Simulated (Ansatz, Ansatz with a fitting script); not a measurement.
Planning a run of Ansatz 0.2.0 on MgAl2C2 (P-3m1). The input:

```yaml
crystal:
  lattice:
    - [3.377, 0.0, 0.0]
    - [-1.6885, 2.9245677886, 0.0]
    - [0.0, 0.0, 5.817]
  atoms:
    - { symbol: Mg, position: [0.0, 0.0, 0.0] }
    - { symbol: Al, position: [0.3333333333, 0.6666666667, 0.350255194] }
    - { symbol: Al, position: [0.6666666667, 0.3333333333, 0.649744806] }
    - { symbol: C, position: [0.3333333333, 0.6666666667, 0.7282484986] }
    - { symbol: C, position: [0.6666666667, 0.3333333333, 0.2717515014] }
kpoints:
  mp_grid: { grid: [3, 3, 2] }
hamiltonian:
  xc: lda
  pseudopotentials: { kind: nc, xc_functional: pbe }
scf:
  occupations: { method: fixed }
  lower_state_search: "off"
  convergence: { dr2_threshold: 1.0e-09 }
output:
  rpa_energy:
    ecut_chi_ladder: [96, 112, 128, 144, 160]
    long_wavelength: optical_limit
    n_empty_bands: 264
basis:
  ecutwfc: 1142.878222
  xc_grid: 3
```

```sh
ansatz run input.yaml --threads 8 --pin off --max-ram 18432MiB --backend cpu --events-out ev --progress --plain --runs-dir out
```

How long will it take on 8 threads of Arm Neoverse V1, shared host, and how much memory?

It took 18 s; on shared hardware allow 9 s to 36 s. Peak host memory was 1.7 GiB.

[Paths, hosts, dates, memory and timing lines, banners, echoed tables and standing remarks are left out of the program output.]

[Logs are printed without paths, hosts, clocks, repeated set-up lines and the standing remarks that a program may print on its own settings, such as how far it seeks lower states.]

[Runs of the session that timed out or met a known fault of the program may be left out.]

[Hosts, paths, dates, database ids (printed as entryN), source tags and the programs' standing remarks are cut or masked in the printed files.]
